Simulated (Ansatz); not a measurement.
Rows from a G0W0 calculation on SnSO (1T monolayer (Janus)) (Ansatz 0.2.0; G0W0 on PBE, plane waves, PAW; PAW set soft_1; 9×9×1 mesh, 263 empty bands, screening to 54 eV, PAW set soft_1 files), in eV. Spin-orbit coupling is left out.

```
row      Σx     Σc     Vxc     Z
  A   -9.36  -3.43  -13.86  0.78
  B  -10.72  -2.46  -14.14  0.78
  C  -18.71   2.02  -16.21  0.74
```

Q: Which rows are filled states and which are empty ones, and how can one tell?

Filled: C. Empty: A and B. The sign of Σc tells: for a filled state bare exchange, which holds its interaction with itself, lies below Vxc (Σx − Vxc is -2.5 eV or lower here) and screening gives part back as a positive Σc. For an empty state Σx lies above Vxc (+3.4 eV or more) and the Coulomb hole leaves Σc negative.

[Paths, hosts, dates, memory and timing lines, banners, echoed tables and standing remarks are left out of the program output.]

[Logs are printed without paths, hosts, clocks, repeated set-up lines and the standing remarks that a program may print on its own settings, such as how far it seeks lower states.]

[Runs of the session that timed out or met a known fault of the program may be left out.]

[Cells called generated may have been cut or substituted from an entry of the Crystallography Open Database or the Materials Project.]

[Hosts, paths, dates, database ids (printed as entryN), source tags and the programs' standing remarks are cut or masked in the printed files.]
